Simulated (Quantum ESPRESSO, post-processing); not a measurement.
# 1T-PtSe2, 1 layer: a series in biaxial strain, part 6 of 6

Aim: how the results for 1T-PtSe2, 1 layer change with biaxial strain.

Quantum ESPRESSO 7.5; plane-wave DFT, PBE, GBRV ultrasoft pseudopotentials.

So far. Step 9 (Relaxing the ions, 3 %): The relaxation lowers the energy by 12 meV an atom.

### 11. Relaxing the ions, 4 %

Input file m8.relax.in:

```
&control
  prefix = 'm8.relax'
  outdir = './out'
  pseudo_dir = './pseudo'
  nstep = 40
  forc_conv_thr = 0.0003
  calculation = 'relax'
  tstress = .true.
/
&system
  ibrav = 0
  nat = 3
  ntyp = 2
  ecutwfc = 50
  ecutrho = 250
  occupations = 'smearing'
  smearing = 'fd'
  degauss = 0.002
/
&electrons
  conv_thr = 1e-09
  mixing_beta = 0.4
  electron_maxstep = 120
  mixing_mode = 'plain'
/
&ions
/
ATOMIC_SPECIES
  Se  78.9710  se_pbe_v1.uspp.F.UPF
  Pt  195.0840  pt_pbe_v1.4.uspp.F.UPF
CELL_PARAMETERS angstrom
  3.89536706416000 0.00000000000000 0.00000000000000
  -1.94768353208000 3.37348683464000 0.00000000000000
  0.00000000000000 0.00000000000000 17.26771779500000
ATOMIC_POSITIONS crystal
  Se  0.666666666700 0.333333333300 0.424236160800
  Pt  0.000000000000 0.000000000000 0.500000000000
  Se  0.333333333300 0.666666666700 0.575763839200
K_POINTS automatic
  12 12 1 0 0 0
```

Launch:

```
$ OMP_NUM_THREADS=1 mpirun -n 4 pw.x -nk 4 -in m8.relax.in > m8.relax.out
```

Output:

```text
[banner, memory and clock lines left out]
Program PWSCF v.7.5 starts
[...]
Message from routine setup:
[...]
number of electrons       =        28.00
     number of Kohn-Sham states=           18
     kinetic-energy cutoff     =      50.0000  Ry
     charge density cutoff     =     250.0000  Ry
[...]
number of k points=    19  Fermi-Dirac smearing, width (Ry)=  0.0020
[...]
Dense  grid:   102267 G-vectors     FFT dimensions: (  40,  40, 180)
[...]
negative rho (up, down):  1.893E-01 0.000E+00
     Starting wfcs are   20 randomized atomic wfcs
[...]
negative rho (up, down):  1.775E-01 0.000E+00
[...]
estimated scf accuracy    <       2.21022303 Ry
[...]
negative rho (up, down):  1.796E-01 0.000E+00
[...]
estimated scf accuracy    <       1.90976916 Ry
[...]
negative rho (up, down):  1.773E-01 0.000E+00
[...]
estimated scf accuracy    <       0.02830404 Ry
[...]
negative rho (up, down):  1.764E-01 0.000E+00
[...]
estimated scf accuracy    <       0.00964478 Ry
[...]
negative rho (up, down):  1.766E-01 0.000E+00
[...]
estimated scf accuracy    <       0.00178233 Ry
[...]
negative rho (up, down):  1.765E-01 0.000E+00
[...]
estimated scf accuracy    <       0.00017636 Ry
[...]
negative rho (up, down):  1.766E-01 0.000E+00
[...]
estimated scf accuracy    <       0.00002453 Ry
[...]
negative rho (up, down):  1.766E-01 0.000E+00
[...]
estimated scf accuracy    <       0.00000046 Ry
[...]
negative rho (up, down):  1.766E-01 0.000E+00
[...]
estimated scf accuracy    <       0.00000007 Ry
[...]
negative rho (up, down):  1.766E-01 0.000E+00
[...]
estimated scf accuracy    <          3.1E-09 Ry
[...]
negative rho (up, down):  1.766E-01 0.000E+00
[...]
estimated scf accuracy    <          2.8E-09 Ry
[...]
negative rho (up, down):  1.766E-01 0.000E+00
[...]
the Fermi energy is    -0.9140 ev
!    total energy              =    -297.97536004 Ry
     estimated scf accuracy    <          1.6E-11 Ry
     smearing contrib. (-TS)   =      -0.00000000 Ry
     internal energy E=F+TS    =    -297.97536004 Ry
[...]
one-electron contribution =    -797.72435465 Ry
     hartree contribution      =     402.52368416 Ry
     xc contribution           =    -116.03882941 Ry
     ewald contribution        =     213.26413986 Ry
     convergence has been achieved in  12 iterations
     negative rho (up, down):  1.766E-01 0.000E+00
[...]
Total force =     0.042198     Total SCF correction =     0.000005
[...]
negative rho (up, down):  1.766E-01 0.000E+00
[...]
negative rho (up, down):  1.766E-01 0.000E+00
[...]
negative rho (up, down):  1.766E-01 0.000E+00
[...]
estimated scf accuracy    <       0.00002805 Ry
[...]
negative rho (up, down):  1.766E-01 0.000E+00
[...]
estimated scf accuracy    <       0.00001307 Ry
[...]
negative rho (up, down):  1.766E-01 0.000E+00
[...]
estimated scf accuracy    <       0.00000461 Ry
[...]
negative rho (up, down):  1.766E-01 0.000E+00
[...]
estimated scf accuracy    <       0.00000031 Ry
[...]
negative rho (up, down):  1.766E-01 0.000E+00
[...]
estimated scf accuracy    <       0.00000003 Ry
[...]
negative rho (up, down):  1.766E-01 0.000E+00
[...]
estimated scf accuracy    <          1.5E-09 Ry
[...]
negative rho (up, down):  1.766E-01 0.000E+00
[...]
the Fermi energy is    -0.8911 ev
!    total energy              =    -297.97697550 Ry
     estimated scf accuracy    <          4.4E-10 Ry
     smearing contrib. (-TS)   =      -0.00000000 Ry
     internal energy E=F+TS    =    -297.97697550 Ry
[...]
one-electron contribution =    -800.41312120 Ry
     hartree contribution      =     403.85003724 Ry
     xc contribution           =    -116.05580259 Ry
     ewald contribution        =     214.64191105 Ry
     convergence has been achieved in   7 iterations
     negative rho (up, down):  1.766E-01 0.000E+00
[...]
Total force =     0.034333     Total SCF correction =     0.000033
[...]
negative rho (up, down):  1.766E-01 0.000E+00
[...]
WARNING: bfgs curvature condition failed, Theta= 0.983
[...]
negative rho (up, down):  1.765E-01 0.000E+00
[...]
negative rho (up, down):  1.765E-01 0.000E+00
[...]
estimated scf accuracy    <       0.00003635 Ry
[...]
negative rho (up, down):  1.765E-01 0.000E+00
[...]
estimated scf accuracy    <       0.00001795 Ry
[...]
negative rho (up, down):  1.765E-01 0.000E+00
[...]
estimated scf accuracy    <       0.00000527 Ry
[...]
negative rho (up, down):  1.765E-01 0.000E+00
[...]
estimated scf accuracy    <       0.00000045 Ry
[...]
negative rho (up, down):  1.765E-01 0.000E+00
[...]
estimated scf accuracy    <       0.00000004 Ry
[...]
negative rho (up, down):  1.765E-01 0.000E+00
[...]
estimated scf accuracy    <          1.9E-09 Ry
[...]
negative rho (up, down):  1.765E-01 0.000E+00
[...]
estimated scf accuracy    <          7.1E-10 Ry
[...]
negative rho (up, down):  1.765E-01 0.000E+00
[...]
the Fermi energy is    -0.8670 ev
!    total energy              =    -297.97836396 Ry
     estimated scf accuracy    <          1.5E-11 Ry
     smearing contrib. (-TS)   =      -0.00000000 Ry
     internal energy E=F+TS    =    -297.97836396 Ry
[...]
one-electron contribution =    -803.35995725 Ry
     hartree contribution      =     405.30296446 Ry
     xc contribution           =    -116.07467633 Ry
     ewald contribution        =     216.15330516 Ry
     convergence has been achieved in   8 iterations
     negative rho (up, down):  1.765E-01 0.000E+00
[...]
Total force =     0.025450     Total SCF correction =     0.000004
[...]
negative rho (up, down):  1.765E-01 0.000E+00
[...]
negative rho (up, down):  1.765E-01 0.000E+00
[...]
negative rho (up, down):  1.764E-01 0.000E+00
[...]
estimated scf accuracy    <       0.00007748 Ry
[...]
negative rho (up, down):  1.764E-01 0.000E+00
[...]
estimated scf accuracy    <       0.00003288 Ry
[...]
negative rho (up, down):  1.764E-01 0.000E+00
[...]
estimated scf accuracy    <       0.00001167 Ry
[...]
negative rho (up, down):  1.764E-01 0.000E+00
[...]
estimated scf accuracy    <       0.00000088 Ry
[...]
negative rho (up, down):  1.764E-01 0.000E+00
[...]
estimated scf accuracy    <       0.00000007 Ry
[...]
negative rho (up, down):  1.764E-01 0.000E+00
[...]
estimated scf accuracy    <          4.4E-09 Ry
[...]
negative rho (up, down):  1.764E-01 0.000E+00
[...]
estimated scf accuracy    <          1.2E-09 Ry
[...]
negative rho (up, down):  1.764E-01 0.000E+00
[...]
the Fermi energy is    -0.8485 ev
!    total energy              =    -297.97966010 Ry
     estimated scf accuracy    <          1.3E-11 Ry
     smearing contrib. (-TS)   =      -0.00000000 Ry
     internal energy E=F+TS    =    -297.97966010 Ry
[...]
one-electron contribution =    -807.76017348 Ry
     hartree contribution      =     407.47237846 Ry
     xc contribution           =    -116.10352089 Ry
     ewald contribution        =     218.41165582 Ry
     convergence has been achieved in   8 iterations
     negative rho (up, down):  1.764E-01 0.000E+00
[...]
Total force =     0.011697     Total SCF correction =     0.000002
[...]
negative rho (up, down):  1.764E-01 0.000E+00
[...]
negative rho (up, down):  1.764E-01 0.000E+00
[...]
negative rho (up, down):  1.764E-01 0.000E+00
[...]
estimated scf accuracy    <       0.00005637 Ry
[...]
negative rho (up, down):  1.764E-01 0.000E+00
[...]
estimated scf accuracy    <       0.00002345 Ry
[...]
negative rho (up, down):  1.764E-01 0.000E+00
[...]
estimated scf accuracy    <       0.00000827 Ry
[...]
negative rho (up, down):  1.763E-01 0.000E+00
[...]
estimated scf accuracy    <       0.00000064 Ry
[...]
negative rho (up, down):  1.763E-01 0.000E+00
[...]
estimated scf accuracy    <       0.00000006 Ry
[...]
negative rho (up, down):  1.763E-01 0.000E+00
[...]
estimated scf accuracy    <          3.4E-09 Ry
[...]
negative rho (up, down):  1.763E-01 0.000E+00
[...]
estimated scf accuracy    <          1.4E-09 Ry
[...]
negative rho (up, down):  1.763E-01 0.000E+00
[...]
the Fermi energy is    -0.8302 ev
!    total energy              =    -297.97999704 Ry
     estimated scf accuracy    <          9.7E-12 Ry
     smearing contrib. (-TS)   =      -0.00000000 Ry
     internal energy E=F+TS    =    -297.97999704 Ry
[...]
one-electron contribution =    -811.48202043 Ry
     hartree contribution      =     409.30697048 Ry
     xc contribution           =    -116.12851355 Ry
     ewald contribution        =     220.32356646 Ry
     convergence has been achieved in   8 iterations
     negative rho (up, down):  1.763E-01 0.000E+00
[...]
Total force =     0.000375     Total SCF correction =     0.000001
[...]
negative rho (up, down):  1.763E-01 0.000E+00
[...]
negative rho (up, down):  1.763E-01 0.000E+00
[...]
negative rho (up, down):  1.763E-01 0.000E+00
[...]
estimated scf accuracy    <       0.00000005 Ry
[...]
negative rho (up, down):  1.763E-01 0.000E+00
[...]
estimated scf accuracy    <       0.00000002 Ry
[...]
negative rho (up, down):  1.763E-01 0.000E+00
[...]
estimated scf accuracy    <          7.9E-09 Ry
[...]
negative rho (up, down):  1.763E-01 0.000E+00
[...]
estimated scf accuracy    <          5.8E-10 Ry
[...]
negative rho (up, down):  1.763E-01 0.000E+00
[...]
estimated scf accuracy    <          5.5E-11 Ry
[...]
negative rho (up, down):  1.763E-01 0.000E+00
[...]
the Fermi energy is    -0.8234 ev
!    total energy              =    -297.97999738 Ry
     estimated scf accuracy    <          3.4E-12 Ry
     smearing contrib. (-TS)   =      -0.00000000 Ry
     internal energy E=F+TS    =    -297.97999738 Ry
[...]
one-electron contribution =    -811.36681361 Ry
     hartree contribution      =     409.25019788 Ry
     xc contribution           =    -116.12773294 Ry
     ewald contribution        =     220.26435129 Ry
     convergence has been achieved in   6 iterations
     negative rho (up, down):  1.763E-01 0.000E+00
[...]
Total force =     0.000006     Total SCF correction =     0.000002
[...]
negative rho (up, down):  1.763E-01 0.000E+00
[...]
```

The job ended after 1.8 min (4 MPI ranks of Intel Xeon Platinum 8559C (Emerald Rapids), shared host; peak memory 0.73 GiB).

The steps of the relaxation:

```
step  energy less that of the first step (eV)  largest force (eV/Å)
   1                                   0.0000                0.7672
   2                                  -0.0220                0.6242
   3                                  -0.0409                0.4627
   4                                  -0.0585                0.2127
   5                                  -0.0631                0.0068
   6                                  -0.0631                0.0001
```

The atoms that moved most (Å):

```
atom     dx     dy      dz  length
 Se1  0.000  0.000   0.081   0.081
 Se3  0.000  0.000  -0.081   0.081
```

The relaxed structure:

```
CELL_PARAMETERS angstrom
3.89537 0.00000 0.00000
-1.94768 3.37349 0.00000
0.00000 0.00000 17.26772
ATOMIC_POSITIONS crystal
Se 0.66667 0.33333 0.42891
Pt 0.00000 0.00000 0.50000
Se 0.33333 0.66667 0.57109
```

The relaxation lowers the energy by 21 meV an atom.

Numbers from this step:

| Property | Result |
| --- | --- |
| free energy | -4054.2244 eV |
| Fermi energy | -0.8234 eV |

### 12. Self-consistent run, 4 %

Input file m8.scf.in:

```
&control
  prefix = 'm8.scf'
  outdir = './out'
  pseudo_dir = './pseudo'
  calculation = 'scf'
  tprnfor = .true.
/
&system
  ibrav = 0
  nat = 3
  ntyp = 2
  ecutwfc = 40
  ecutrho = 200
  occupations = 'smearing'
  smearing = 'fd'
  degauss = 0.002
  nbnd = 18
/
&electrons
  conv_thr = 1e-09
  mixing_beta = 0.4
  electron_maxstep = 120
  mixing_mode = 'plain'
/
ATOMIC_SPECIES
  Se  78.9710  se_pbe_v1.uspp.F.UPF
  Pt  195.0840  pt_pbe_v1.4.uspp.F.UPF
CELL_PARAMETERS angstrom
  3.89536706416000 0.00000000000000 0.00000000000000
  -1.94768353208000 3.37348683464000 0.00000000000000
  0.00000000000000 0.00000000000000 17.26771779500000
ATOMIC_POSITIONS crystal
  Se  0.666666666700 0.333333333300 0.428908654300
  Pt  0.000000000000 0.000000000000 0.500000000000
  Se  0.333333333300 0.666666666700 0.571091345700
K_POINTS automatic
  12 12 1 0 0 0
```

Launch:

```
$ OMP_NUM_THREADS=1 mpirun -n 4 pw.x -nk 4 -in m8.scf.in > m8.scf.out
```

Output:

```text
[banner, memory and clock lines left out]
Program PWSCF v.7.5 starts
[...]
Message from routine setup:
[...]
number of electrons       =        28.00
     number of Kohn-Sham states=           18
     kinetic-energy cutoff     =      40.0000  Ry
     charge density cutoff     =     200.0000  Ry
[...]
number of k points=    19  Fermi-Dirac smearing, width (Ry)=  0.0020
[...]
Dense  grid:    73275 G-vectors     FFT dimensions: (  36,  36, 150)
[...]
negative rho (up, down):  1.839E-01 0.000E+00
     Starting wfcs are   20 randomized atomic wfcs
[...]
negative rho (up, down):  1.719E-01 0.000E+00
[...]
estimated scf accuracy    <       2.17709990 Ry
[...]
negative rho (up, down):  1.737E-01 0.000E+00
[...]
estimated scf accuracy    <       1.69092526 Ry
[...]
negative rho (up, down):  1.713E-01 0.000E+00
[...]
estimated scf accuracy    <       0.02506840 Ry
[...]
negative rho (up, down):  1.705E-01 0.000E+00
[...]
estimated scf accuracy    <       0.00840185 Ry
[...]
negative rho (up, down):  1.706E-01 0.000E+00
[...]
estimated scf accuracy    <       0.00141038 Ry
[...]
negative rho (up, down):  1.706E-01 0.000E+00
[...]
estimated scf accuracy    <       0.00008101 Ry
[...]
negative rho (up, down):  1.706E-01 0.000E+00
[...]
estimated scf accuracy    <       0.00001423 Ry
[...]
negative rho (up, down):  1.707E-01 0.000E+00
[...]
estimated scf accuracy    <       0.00000045 Ry
[...]
negative rho (up, down):  1.707E-01 0.000E+00
[...]
estimated scf accuracy    <       0.00000017 Ry
[...]
negative rho (up, down):  1.707E-01 0.000E+00
[...]
estimated scf accuracy    <          2.7E-09 Ry
[...]
negative rho (up, down):  1.707E-01 0.000E+00
[...]
estimated scf accuracy    <          1.4E-09 Ry
[...]
negative rho (up, down):  1.707E-01 0.000E+00
[...]
the Fermi energy is    -0.8285 ev
!    total energy              =    -297.97846196 Ry
     estimated scf accuracy    <          1.3E-11 Ry
     smearing contrib. (-TS)   =      -0.00000000 Ry
     internal energy E=F+TS    =    -297.97846196 Ry
[...]
one-electron contribution =    -811.35968256 Ry
     hartree contribution      =     409.24665289 Ry
     xc contribution           =    -116.12978356 Ry
     ewald contribution        =     220.26435127 Ry
     convergence has been achieved in  12 iterations
     negative rho (up, down):  1.707E-01 0.000E+00
[...]
Total force =     0.000074     Total SCF correction =     0.000006
[...]
```

It took 18 s on 4 MPI ranks; peak memory 0.45 GiB; 69 s of CPU time.

Read from the output:

```
free energy                          : -4054.2035 eV
Fermi energy                         : -0.8285 eV
valence top, on the run's zero       : -1.386 eV
conduction bottom, on the run's zero : -0.2946 eV
gap by band count                    : 1.092 eV
```

### 13. The series side by side

The series in one table, energies over the lowest:

```
biaxial strain  energy (eV)  gap along the path (eV)  upper vacuum level over the valence top of the mesh (eV)  lower vacuum level over that top (eV)
          -4 %       0.1169                    1.126                                                     5.359                                  5.359
          -3 %       0.0656                    1.249                                                     5.461                                  5.461
          -2 %       0.0291                    1.316                                                     5.556                                  5.556
          -1 %       0.0074                    1.362                                                     5.645                                  5.645
           0 %       0.0000                    1.398                                                     5.729                                  5.729
           1 %       0.0065                    1.329                                                     5.733                                  5.733
           2 %       0.0264                    1.244                                                     5.704                                  5.704
           3 %       0.0591                    1.157                                                     5.667                                  5.667
           4 %       0.1041                    1.068                                                     5.633                                  5.633
```

### 14. The arithmetic

A parabola through the energies within ±2 % has E = 69.39 eV × ε² -0.064 eV × ε; for the curvature, over A = 12.150 Å² this is 69.39 × 1/12.150 × 16.02 = 92 N/m.

### 15. Summary of results

* C11 + C12: 92 N/m
* gap along the path, at -4 % and at 4 %: 1.13, 1.07 eV
* upper vacuum level over the valence top of the mesh, at -4 % and at 4 %: 5.36, 5.63 eV
* lower vacuum level over that top, at -4 % and at 4 %: 5.36, 5.63 eV

**Reading.** The series holds 9 members; C11 + C12: 92 N/m (PBE, GBRV ultrasoft). The energy is lowest near zero strain. From -4 % to 4 % the gap along the path goes from 1.13 to 1.07 eV by way of 1.40 at 0 %. From -4 % to 4 % the upper vacuum level over the valence top of the mesh goes from 5.36 to 5.63 eV by way of 5.73 at 1 %. From -4 % to 4 % the lower vacuum level over that top goes from 5.36 to 5.63 eV by way of 5.73 at 1 %. Semilocal gaps are too small; the 1×1 cell can't ripple over many cells under compression as a free sheet would. No spin-orbit coupling.

[Logs are printed without paths, hosts, clocks, repeated set-up lines and the standing remarks that a program may print on its own settings, such as how far it seeks lower states.]

[Hosts, paths, dates, database ids (printed as entryN), source tags and the programs' standing remarks are cut or masked in the printed files.]

[Maps of the electrostatic potential energy from Ansatz leave out the sawtooth potential of an applied field or a dipole correction, so their vacuum need not be flat; planar profiles and work functions include it.]
